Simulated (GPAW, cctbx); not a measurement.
# Bonding in GaAs2Pb as X-rays see it

Aim: compute the bonding part of the density of GaAs2Pb, find which reflections carry it, and see how it biases an ordinary refinement.

The cell comes from substitution in a known structure type and wasn't matched to any measured phase. All numbers below are calculated.

## Step 1: Find the equilibrium geometry

The density hangs on the geometry, so cell and atoms are relaxed first, with the symmetry held. The cutoff is set higher than for the density because stress converges slowly with plane waves.

Settings: GPAW 26.7.0, PBE, 570 eV, 4×4×3 k-points (along the axes of the calculation cell), Fermi–Dirac width 0.1 eV, BFGS to 0.03 eV/Å.

```text
cell
1.0
     4.361000000    0.000000000    0.000000000
     0.000000000    4.361000000    0.000000000
     0.000000000    0.000000000    6.196000000
Pb As Ga
1 2 1
Direct
0.000000000 0.000000000 0.500000000
0.000000000 0.500000000 0.247800000
0.500000000 0.000000000 0.752200000
0.500000000 0.500000000 0.000000000
```

```console
$ OMP_NUM_THREADS=1 mpirun -n 4 gpaw python run.py > gpaw.log
```

```text
BFGS:    0      -15.870115        1.447174
BFGS:    1      -15.932091        1.286498
BFGS:    2      -16.157658        0.179367
BFGS:    3      -16.161591        0.146267
...
BFGS:    6      -16.165156        0.067890
BFGS:    7      -16.165657        0.032456
BFGS:    8      -16.165747        0.023894
cell  4.3983 4.3983 6.1855  90.00 90.00 90.00
volume 119.658 A^3, largest force 0.006 eV/A, largest stress 0.13 GPa
```

After 8 steps the volume has changed by +1.5 % and the energy by -0.296 eV; the largest stress left is 0.13 GPa. It took 33 s on 4 cores of Arm Neoverse V2 (shared host), peak memory 0.95 GiB.

Relaxed structure: P-4m2 (no. 115), a = 4.3983 Å, b = 4.3983 Å, c = 6.1855 Å, α = 90.00°, β = 90.00°, γ = 90.00°.

```
atom  mult.    x    y       z
 Pb1      1    0    0     1/2
 As1      2    0  1/2  0.2152
 Ga1      1  1/2  1/2       0
```

## Step 2: The all-electron density

X-rays see the whole electron density, so the PAW density is rebuilt with its core regions. Subtracting spherical free atoms from the same code cancels the cores and leaves the deformation density Δρ, the part due to bonding.

Settings: PBE, 450 eV, 5×5×4 k-points (along the axes of the calculation cell), Fermi–Dirac width 0.1 eV; primitive cell of 4 atoms.

```console
$ OMP_NUM_THREADS=1 mpirun -n 4 gpaw python run.py > gpaw.log
```

```text
|iter:   1|       0s |  -16.337760 | -0.21 |       |
|iter:   2|       0s |  -16.287108 | -2.04 | -1.14 |
|iter:   3|       0s |  -16.103006 | -1.98 | -1.18 |
...
|iter:   7|       2s |  -16.103729c| -5.43 | -3.19 |
|iter:   8|       2s |  -16.103730c| -6.78 | -4.06c|
|iter:   9|       3s |  -16.103730c| -7.61c| -4.68c|
```

```text
grid (48, 48, 64)  electrons 179.000  moved by bonding 0.795 e
deformation density beyond 0.5 A of the nuclei: max 0.103, min -0.049 e/A^3
atom        x       y       z   Voronoi charge  moment
Pb1    0.0000  0.0000  0.5000      0.204       0.00
As2    0.0000  0.5000  0.2153     -0.161       0.00
As3    0.5000  0.0000  0.7847     -0.161       0.00
Ga4    0.5000  0.5000  0.0000      0.119       0.00
mean inner potential of superposed free atoms 13.978 V
total magnetic moment 0.000 muB
```

Deformation density in a plane through the shortest contact of the As atom at the origin, in 0.01 e/Å³ (clipped at ±99); x from -1.6 to 4.2 Å, y from 2.4 down to -2.4 Å:

```text
  .   .   .  -4  -3  -2  -1  -1  -1  -1  -1  -1  -1  -1  -1  -1
 -2   .  -1  -4  -2  -1  -1  -1  -1  -1  -1  -1  -1  -1  -1  -1
 -5  -4  -2   2   3   1   0  -1  -1  -1  -1  -1  -1  -1  -1  -1
 -1   2   7   9   6   2   0   0   0  -2  -2  -2  -1  -1  -1  -1
  0   3   8   8   3   0   1   2   1  -2  -4  -5  -4  -2  -1  -1
  0   1   2  -1   .  -2   2   7   5  -2  -2   .  -4  -4  -2  -1
 -1  -1  -2   .   .   .   3  10   7  -3   .   .   .  -4  -2  -1
 -1  -1  -1  -2   .  -2   2   7   5  -3  -3   .  -4  -2   0  -1
  0   0   1   1  -1  -2   0   2   2  -2  -4  -2   2   5   3   1
 -1   0   1   1   0  -1  -1   0   0  -1   0   4   9  10   5   1
 -1   0   0   0   0  -1  -1  -1  -1   0   1   4   7   5   0  -1
 -1  -1  -1  -1  -1  -1  -1  -1  -1  -1   0   0   0  -2   .  -2
 -1  -1  -1  -1  -1  -1  -1  -1  -1  -1  -1  -1  -2   .   .   .
```

Atoms in or within 0.15 Å of the plane: As (3.8, -2.3), As (0.0, 0.0), Ga (2.6, 0.0), Ga (-1.2, 2.3) Å. Dots mark points within about 0.45 Å of a nucleus; large values next to them are atomic features.

As gains most (-0.16 e) and Pb loses most (+0.20 e), which isn't the order of electronegativity: valence and coordination count too, and Voronoi cells cut space at the midplane whatever the atoms' sizes. Such charges fall far short of formal ones, since overlapping free atoms already put density on their neighbours. Along the shortest contact from the As atom at the map's origin, As–Ga at 2.57 Å, Δρ is +0.10 e/Å³ at the midpoint and highest, +0.10, 1.15 Å from As (points within 0.5 Å of a nucleus left out): a bond charge, the mark of covalency. At the midpoints of other shortest contacts it is +0.07 (Pb–As, 2.82 Å) e/Å³. Point values carry grid noise of about 0.01 e/Å³. The run needed 9 iterations, 6.8 s.

## Step 3: From the density to structure factors

The Fourier components of Δρ, added to those of the free atoms, give the static X-ray structure factors; the Mott–Bethe relation turns them into the Fourier components V of the potential that fast electrons feel.

```text
static structure factors of the conventional cell: F in electrons, V (Mott-Bethe) in volts
   h  k  l      d  |F| table  |F| free   |F| DFT   change   |V| free  |V| DFT  change %
   0  0  1  6.1855    36.045    35.979    35.882   -0.097     1.062    1.205     13.4
   1  0  0  4.3983    48.399    48.310    48.324    0.014     1.994    1.983     -0.5
   1  0  1  3.5845   116.149   116.133   116.339    0.206     6.911    6.795     -1.7
   1  1  0  3.1101    43.450    43.377    43.206   -0.170     1.342    1.406      4.7
   0  0  2  3.0928    48.636    48.566    48.407   -0.159     1.695    1.754      3.4
   1  1  1  2.7786    57.236    57.209    57.239    0.031     2.392    2.383     -0.4
   1  0  2  2.5299    49.949    49.948    49.921   -0.027     2.072    2.079      0.4
   2  0  0  2.1991   141.679   141.585   141.424   -0.161     6.931    6.961      0.4
   1  1  2  2.1930   136.835   136.741   136.618   -0.123     6.644    6.667      0.3
   2  0  1  2.0721    32.023    32.092    32.179    0.087     0.759    0.744     -1.9
   0  0  3  2.0618    72.705    72.747    72.683   -0.064     3.006    3.016      0.3
   2  1  0  1.9670    42.149    42.226    42.284    0.058     1.300    1.292     -0.7
   2  1  1  1.8745    98.513    98.380    98.166   -0.214     4.286    4.316      0.7
   1  0  3  1.8669    94.571    94.444    94.277   -0.167     4.031    4.055      0.6
```

The largest X-ray change is -0.21 e on 211, 0.2 % of |F|. For electrons V goes as (Z − F)/g², so a change of F counts against Z − F, which is small at low angle and wherever the atoms' terms cancel: |V| of 001 moves by +13.4 % (1.06 to 1.21 V) against -0.3 % in |F|. The last three rows still change by up to 0.21 e; the table stops while the angles are still low. The tabulated Hartree–Fock atoms differ from the free DFT atoms by up to 0.13 e, so the choice of reference atom matters too.

## Step 4: Which functional?

The same geometry is run with other functionals, to see whether the bonding signal is larger than the spread between approximations. Free atoms are LDA for LDA and PBE otherwise; meta-GGAs and hybrids keep PBE cores. Any other changed setting is in the row's label.

```
   run  ΔF 101 (e)  ΔF 110 (e)  ΔF 200 (e)  q(As) (e)  moved (e)   time
   PBE      +0.206      -0.170      -0.161     -0.161      0.795  6.8 s
   LDA      +0.180      -0.154      -0.154     -0.145      0.742  6.6 s
r2SCAN      +0.214      -0.193      -0.161     -0.187      0.863   18 s
```

At the base's settings ΔF(101) spans +0.180 to +0.214 e, a spread of 17 % of the PBE value; over the three listed reflections the spread is at most 23 %, so sign and size hold across the functionals. Times are from shared hosts.

## Step 5: Refining ordinary atoms against data with bonding

Routine crystallography fits spherical atoms. To see the bias, intensities are simulated from tabulated atoms plus the DFT change ΔF, so that bonding alone can misfit (7746 reflections of the full sphere, merged to the counts below, to 0.4 Å, 0.5 % proportional noise plus counting noise, assumed isotropic U as listed, Δρ smeared by the mean U) and refined with cctbx over different ranges.

```csv
range,data,R1,GooF,U Pb1 (true 0.0062),U As1 (true 0.0089),U Ga1 (true 0.0091),largest shift (Å),"Δρ max, min (e/Å³)"
all data,1106,0.0038,0.93,0.0062,0.0089,0.0091,0.0001,"0.27, -0.28"
"low resolution, d > 0.84",141,0.0021,0.92,0.0062,0.0089,0.0090,0.0002,"0.08, -0.09"
"high order, d < 0.75",914,0.0046,0.93,0.0062,0.0089,0.0091,0.0000,"0.25, -0.24"
"occupancies free, d > 0.7",230,0.0021,0.87,0.0062,0.0088,0.0092,0.0004,"0.11, -0.14"
```

With all data GooF is 0.93, so at this noise the bonding hardly shows; the top residual peak, near noise level, lies 1.27 Å from Pb and 1.61 Å from As, between them. No U is off by more than 3 s.u. at low resolution. With Pb1 held at 1 and the scale free, the other occupancies refine to As1 0.999(0.001) and Ga1 1.003(0.001), within three s.u. of full.

## Step 6: Answer

Bonding moves 0.80 e in the primitive cell of GaAs2Pb and changes the structure factors of the conventional cell in the table above by at most 0.21 e (211, 0.2 %), and among reflections above 2 % of the strongest by up to 0.4 % (110). The shortest bond, As–Ga, has Δρ = +0.10 e/Å³ at its midpoint, a covalent bond charge. At the base's settings ΔF(101) spans +0.180 to +0.214 e, a spread of 17 % of the PBE value; over the three listed reflections the spread is at most 23 %, so sign and size hold across the functionals. With all data GooF is 0.93, so at this noise the bonding hardly shows. Limits: static density, frozen cores, no spin–orbit coupling.

[Outputs are excerpts: Python notices, other lines and further rows are left out; steps that failed or that the build refused (PBEsol, TPSS) are not shown.]

[Logs are printed without paths, hosts, clocks, repeated set-up lines and the standing remarks that a program may print on its own settings, such as how far it seeks lower states.]
